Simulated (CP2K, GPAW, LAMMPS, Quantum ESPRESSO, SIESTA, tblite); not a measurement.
**Amorphous SiO1.7 (154 atoms): one structure in several programs**

How near do other programs and methods come to a plane-wave reference for amorphous SiO1.7 (154 atoms)? A plane-wave run serves as the reference.

Calculated with Quantum ESPRESSO 7.5; Kohn-Sham DFT, PBE, SSSP efficiency 1.3.0 pseudopotentials, plane waves.

## (1) The starting structure

The cell holds 154 atoms: 57 Si and 97 O. Cell: a = 13.312 Å, b = 13.312 Å, c = 13.312 Å, α = 90.0°, β = 90.0°, γ = 90.0°. 154 atoms (57 Si, 97 O) placed at random at 2.22 g/cm³, melted at 5000 K for 10 ps at fixed volume with the Tersoff Si-O potential (Munetoh et al., Comput. Mater. Sci. 39, 334 (2007)). Quenched from 5000 K to 100 K at 300 K/ps and fixed volume, held 5 ps.

## (2) Reference: Quantum ESPRESSO, plane waves

Input file pw.in:

```
&control
  calculation = 'scf'
  pseudo_dir = './pseudo'
  outdir = './tmp'
  disk_io = 'none'
  tprnfor = .true.
  tstress = .true.
/
&system
  ibrav = 0
  nat = 154
  ntyp = 2
  ecutwfc = 60
  ecutrho = 480
  nosym = .true.
  occupations = 'smearing'
  smearing = 'fd'
  degauss = 0.003675
/
&electrons
  conv_thr = 7.7e-07
  electron_maxstep = 100
  mixing_beta = 0.4
  mixing_mode = 'plain'
  diagonalization = 'david'
/
ATOMIC_SPECIES
Si 28.085 Si.upf
O 15.999 O.upf
CELL_PARAMETERS angstrom
13.31250 0.00000 0.00000
0.00000 13.31250 0.00000
0.00000 0.00000 13.31250
ATOMIC_POSITIONS crystal
Si 0.97636 0.42763 0.23991
Si 0.16672 0.78854 0.53092
Si 0.02154 0.22506 0.36472
Si 0.23792 0.34600 0.06933
Si 0.11042 0.94005 0.76624
Si 0.08147 0.19759 0.56714
Si 0.05607 0.43346 0.59837
Si 0.21831 0.67219 0.23445
Si 0.70460 0.69680 0.94735
Si 0.00292 0.57709 0.40704
Si 0.71972 0.66155 0.55154
Si 0.06527 0.83797 0.30450
[... 138 atom lines left out ...]
O 0.55465 0.75916 0.28057
O 0.05324 0.75136 0.59739
O 0.40136 0.39773 0.81288
O 0.14264 0.46797 0.68352
K_POINTS gamma
```

Started as:

```bash
OMP_NUM_THREADS=1 mpirun -np 2 pw.x -in pw.in > output.txt
```

Output:

```text
Program PWSCF
     gamma-point specific algorithms are used
     Parallelization info
     sticks:   dense  smooth     PW     G-vecs:    dense   smooth      PW
     Min       12089    6038   1499              1413747   499662   62242
     Max       12092    6039   1502              1413752   499667   62245
     Sum       24181   12077   3001              2827499   999329  124487
     bravais-lattice index     =            0
     lattice parameter (alat)  =      25.1570  a.u.
     unit-cell volume          =   15921.1877 (a.u.)^3
     number of atoms/cell      =          154
     number of atomic types    =            2
     number of electrons       =       810.00
     number of Kohn-Sham states=          486
     kinetic-energy cutoff     =      60.0000  Ry
[... lines left out ...]
     scf convergence threshold =      7.7E-07
[... lines left out ...]
     number of k points=     1  Fermi-Dirac smearing, width (Ry)=  0.0037
[... lines left out ...]
     total energy              =   -4690.29685814 Ry
[... lines left out ...]
     total energy              =   -4699.22022937 Ry
[... lines left out ...]
     total energy              =   -4699.71717714 Ry
[... lines left out ...]
     c_bands:  1 eigenvalues not converged
[... lines left out ...]
     total energy              =   -4701.02383541 Ry
[... lines left out ...]
     total energy              =   -4701.02383543 Ry
[... lines left out ...]
   -18.5191 -18.4040 -17.9095 -17.6485 -17.6152 -17.5507 -17.5028 -17.4686
   -17.4260 -17.3878 -17.3599 -17.3122 -17.2976 -17.2485 -17.2231 -17.1957
[...]
9.2282   9.2448   9.2720   9.3119   9.3893   9.4312   9.4337   9.4953
     9.5073   9.5444   9.5772   9.6542   9.6784   9.7099   9.7328   9.7682
     9.8148   9.8545   9.8721   9.9113   9.9221   9.9721
     the Fermi energy is     5.7328 ev
!    total energy              =   -4701.02383538 Ry
     estimated scf accuracy    <       0.00000016 Ry
     smearing contrib. (-TS)   =      -0.02021164 Ry
     internal energy E=F+TS    =   -4701.00362374 Ry
     The total energy is F=E-TS. E is the sum of the following terms:
     one-electron contribution =   -2794.62137842 Ry
     hartree contribution      =    1799.46510506 Ry
     xc contribution           =   -1086.25179828 Ry
     ewald contribution        =   -1697.45643445 Ry
     one-center paw contrib.   =    -922.13911765 Ry
     convergence has been achieved in  29 iterations
     Forces acting on atoms (cartesian axes, Ry/au):
     atom    1 type  1   force =     0.08499567   -0.01550419   -0.04040851
     atom    2 type  1   force =     0.12396371    0.05491315   -0.04755030
     atom    3 type  1   force =     0.07291138    0.05723615   -0.11053287
[...]
atom  153 type  2   force =     0.00463216    0.01532865   -0.00180772
     atom  154 type  2   force =    -0.03282097   -0.07076969   -0.04319726
     Total force =     1.186537     Total SCF correction =     0.001301
     Computing stress (Cartesian axis) and pressure
          total   stress  (Ry/bohr**3)                   (kbar)     P=       18.46
   0.00008309   0.00009158  -0.00015537           12.22       13.47      -22.86
   0.00009158   0.00028173   0.00005909           13.47       41.44        8.69
  -0.00015537   0.00005909   0.00001160          -22.86        8.69        1.71
     Message from routine punch:
     Nothing written, as per user request (disk_io='none')
```

The job ended after 43 min (2 MPI ranks of Arm Neoverse V2, shared host; peak memory 10 GiB; 87 min of CPU time).

Banners, paths, timers and routine set-up lines are dropped from the logs unmarked, and long logs keep their key lines alone; longer cuts are marked.

Numbers from this run:

* r.m.s. force component: 1.419 eV/Å
* longest force: 7.09 eV/Å
* pressure: 1.846 GPa

## (3) Structure statistics

Density 2.22 g/cm³, 15.32 Å³ an atom.

g(r), total and by pair (bins of 0.1 Å):

```tsv
r (Å)	total	O-O	O-Si	Si-Si
1.45	0.00	0.00	0.00	0.00
1.55	0.13	0.00	0.27	0.00
1.65	9.45	0.00	20.30	0.00
1.75	2.00	0.00	4.28	0.00
1.85	0.05	0.00	0.10	0.00
1.95	0.00	0.00	0.00	0.00
2.05	0.15	0.38	0.00	0.00
2.15	0.07	0.17	0.00	0.00
2.25	0.13	0.32	0.00	0.00
2.35	0.43	0.87	0.00	0.63
2.45	0.42	0.73	0.11	0.57
2.55	0.90	2.20	0.00	0.18
2.65	1.17	2.95	0.00	0.00
2.75	1.36	3.22	0.18	0.00
2.85	1.23	2.86	0.08	0.42
2.95	0.95	1.29	0.47	1.59
3.05	1.07	0.91	0.62	3.09
3.15	1.08	0.56	0.48	4.66
3.25	0.87	0.34	0.68	3.08
3.35	0.72	0.46	0.82	1.15
3.45	0.70	0.67	0.86	0.29
3.55	0.99	0.69	1.54	0.00
3.65	1.11	0.92	1.45	0.52
3.75	0.91	0.54	1.38	0.41
3.85	0.99	0.70	1.26	0.94
3.95	1.02	0.67	1.35	0.97
4.05	0.87	0.60	1.16	0.64
4.15	1.19	0.93	1.62	0.47
4.25	1.12	0.64	1.54	1.08
4.35	1.31	1.10	1.54	1.16
4.45	1.13	1.13	1.24	0.76
4.55	0.95	1.06	0.90	0.84
4.65	0.91	0.90	0.91	0.91
4.75	0.93	1.11	0.81	0.82
4.85	0.86	1.00	0.68	1.08
4.95	0.94	1.09	0.73	1.23
5.05	0.98	1.33	0.64	1.09
5.15	0.94	1.17	0.73	0.96
5.25	1.09	1.32	0.88	1.13
5.35	1.05	1.40	0.81	0.88
5.45	1.00	1.12	0.83	1.21
5.55	0.98	0.90	0.90	1.50
5.65	1.02	1.11	1.02	0.76
5.75	0.98	0.92	0.91	1.40
```

Bonds by pair of elements; cutoffs follow the first minimum of g(r), held within bounds set by covalent radii, and pairs that aren't listed don't count as bonded (cutoffs were set anew for this text, so counts can differ from the run's own analysis):

```tsv
pair A-B	cutoff (Å)	bonds	mean length (Å)	spread (Å)	shortest (Å)	B about A	A about B
O-Si	2.16	204	1.67	0.04	1.6	2.10	3.58
Si-Si	2.51	7	2.41	0.08	2.31	0.246	0.246
```

How many atoms have how many bonded neighbours:

```tsv
element	mean	2	3	4	5
O	2.10	87	10	0	0
Si	3.83	0	14	39	4
```

Oxygen atoms by the number of network formers (Si, P, Ge, B, Al, As, Ga) bound to them:

```tsv
network formers bound to O	O atoms	per cent
0	0	0
1	0	0
2	87	89.7
3	10	10.3
```

Network units: each former by its oxygen neighbours and how many of them bridge to another former:

```tsv
former	O neighbours	bridging O	atoms
Si	2	2	2
Si	3	3	22
Si	4	4	31
Si	5	5	2
```

Rings of the network by King's shortest-path rule, up to 12 atoms, one path for each pair of neighbours; H, halogens, alkali and alkaline-earth atoms are left out, and the last column divides by all other atoms, bonded or not:

```tsv
ring size (atoms)	rings	per network atom
5	1	0.006
6	4	0.026
7	6	0.039
8	12	0.078
9	5	0.032
10	14	0.091
11	15	0.097
12	30	0.195
```

## (4) The other programs

The programs:
- CP2K 2026.2: Gaussian basis with GTH pseudopotentials and a plane-wave density; labels give functional, basis (MOLOPT sets; SR short-range, UZH the newer set with its own potentials), grid cutoff/relative cutoff and solver (OT: orbital transformation; TRS4, TC2, SIGN: linear-scaling purification with its sparsity filter), or its built-in tight binding.
- GPAW 26.7.0: PAW with atomic orbitals (LCAO), plane waves or a real-space grid of spacing h.
- SIESTA 5.4.2: numerical atomic orbitals, whose automatically made sets are far from complete, with PseudoDojo norm-conserving potentials that we converted to its format (checked against plane waves on the same files for H, C, O, Si, Ge and Ca alone); labels give functional, basis size, energy shift and mesh cutoff.
- tblite 0.8.0: extended tight binding, driven from Python.

All use the same cell and atoms; the electronic-structure runs use the same k-mesh, and an electronic temperature of 580 K (0.05 eV) where levels are smeared.

Differences are against the plane-wave reference, forces as r.m.s. over components; share is that over the reference's r.m.s. force, slope the least-squares factor from reference forces to these. Total energies of different programs have different zeros and aren't compared.

```tsv
run	Δ force, r.m.s. (meV/Å)	share (%)	slope	Δ pressure (GPa)	cores	CPU time	memory (GiB)
reference	-	-	-	-	2	87 min	10
CP2K PBE, DZVP-MOLOPT-SR, 600/50 Ry, diagonalisation	117	8.22	1.017	1.01	4	15 min	8.1
CP2K PBE, DZVP-UZH, 600/50 Ry, diagonalisation	91.5	6.45	1.018	0.853	4	19 min	8.3
CP2K PBE, SZV-MOLOPT-SR, 600/50 Ry, diagonalisation (coarse)	778	54.8	1.097	22.3	2	9.5 min	6.4
GPAW PBE, LCAO dzp, h 0.18 Å	297	21.0	1.025	-	4	15 min	4.1
GPAW PBE, LCAO dzp, h 0.18 Å, other mixer settings	298	21.0	1.025	-	4	20 min	4.0
GPAW PBE, LCAO dzp, h 0.25 Å (coarse)	778	54.8	1.018	-	2	8.2 min	1.8
GPAW PBE, LCAO sz(dzp), h 0.18 Å (coarse)	714	50.3	1.033	-	1	2.4 min	1.9
SIESTA PBE, DZP, shift 0.01 Ry, mesh 500 Ry	169	11.9	1.018	2.91	4	16 min	3.6
tblite GFN2-xTB	628	44.2	0.829	-6.23	1	25 s	0.2
```

Rows marked coarse were listed beforehand as settings not expected to be converged; some can still land near the reference.

CPU time is summed over cores on a shared host, where runs went side by side, so it is rough. Symmetry, cutoffs, thresholds, outputs and thread counts weren't matched or tuned between programs; memory under MPI is the largest rank's times the ranks.

Runs without a result: tblite GFN1-xTB (not converged, the SCF not settling).

Mean charges by element (e), by run and scheme:

```tsv
run	scheme	Si	O
CP2K PBE, DZVP-MOLOPT-SR, 600/50 Ry, diagonalisation	Mulliken	+0.75	-0.44
CP2K PBE, DZVP-MOLOPT-SR, 600/50 Ry, diagonalisation	Hirshfeld	+0.47	-0.28
CP2K PBE, DZVP-UZH, 600/50 Ry, diagonalisation	Mulliken	+0.89	-0.52
CP2K PBE, DZVP-UZH, 600/50 Ry, diagonalisation	Hirshfeld	+0.46	-0.27
SIESTA PBE, DZP, shift 0.01 Ry, mesh 500 Ry	Hirshfeld	+0.35	-0.21
tblite GFN2-xTB	Mulliken	+0.58	-0.34
```

Within one program, basis, potentials and functional, energies share a zero. Each run against its twin at the usual cutoff or grid and solver:

```tsv
run	twin	Δ energy (meV/atom)	Δ force, r.m.s. (meV/Å)	CPU time over the twin's
GPAW PBE, LCAO dzp, h 0.18 Å, other mixer settings	LCAO dzp, h 0.18 Å	-1.0e-4	5.29	1.3
GPAW PBE, LCAO dzp, h 0.25 Å	LCAO dzp, h 0.18 Å	397	726	0.54 (this twin ran on 4 cores)
```

## (5) Summary of results

```json
{
 "reference r.m.s. force component": "1.42 eV/Å",
 "nearest in forces": "CP2K PBE, DZVP-UZH, 600/50 Ry, diagonalisation, 6.4 %",
 "farthest in forces": "a tie at 55 % of 2 runs: CP2K PBE, SZV-MOLOPT-SR, 600/50 Ry, diagonalisation (coarse); GPAW PBE, LCAO dzp, h 0.25 Å (coarse)",
 "cheapest electronic-structure run beside the reference": "tblite GFN2-xTB, 25 s of CPU time"
}
```

In words: The PBE runs in local orbitals, coarse settings apart, differ by 6.4 % (CP2K PBE, DZVP-UZH, 600/50 Ry, diagonalisation) to 21 % (GPAW PBE, LCAO dzp, h 0.18 Å, other mixer settings); basis, grid and potentials can all enter. Tight binding differs by 44 % (tblite GFN2-xTB); it is another model, with fitted parameters of its own, and the xTB methods hold dispersion. Runs with settings chosen to be coarse differ by 50 % (GPAW PBE, LCAO sz(dzp), h 0.18 Å) to 55 % (GPAW PBE, LCAO dzp, h 0.25 Å), their programs' other errors included. Of the electronic-structure runs that take under half the reference's CPU time, CP2K PBE, DZVP-UZH, 600/50 Ry, diagonalisation comes nearest, at 6.4 % in 19 min against 87 min. In pressure, CP2K PBE, SZV-MOLOPT-SR, 600/50 Ry, diagonalisation misses by +22.3 GPa, at the same functional. Charges hang on model, scheme and program or settings: among these rows the mean for Si runs from +0.35 to +0.89 e. In the reference: levels near the Fermi energy are neither full nor empty under the smearing, so no gap is quoted. In the reference: first main peaks of g(r), for some of the pairs, lie near 2.7 Å (O-O), 1.7 Å (O-Si) and 3.1 Å (Si-Si). Periodic xTB results under one method name differ between programs and library versions. The reference's pressure holds the uncorrected Pulay stress of its 60 Ry basis, so small pressure differences, and their order, may be the reference's own error. The quench rate of 300 K/ps is many orders above laboratory rates, so the cell is likely richer in defects and strain than a real sample. The network of bonds at the start is that of the classical potential that made the cell, and needn't be the one that DFT or experiment would give. The reference's stress is far from hydrostatic: its diagonal is 1.2, 4.1, 0.2 GPa, compression counted positive. The electronic-structure runs sample only Γ, in a cell whose shortest periodic width is 13 Å, which is coarse for a cell with partly filled levels.

[Also dropped from logs without a mark: logging warnings of Python, and SIESTA's first energy breakdown and zero terms.]

[Logs are printed without paths, hosts, clocks, repeated set-up lines and the standing remarks that a program may print on its own settings, such as how far it seeks lower states.]

[Hosts, paths, dates, database ids (printed as entryN), source tags and the programs' standing remarks are cut or masked in the printed files.]
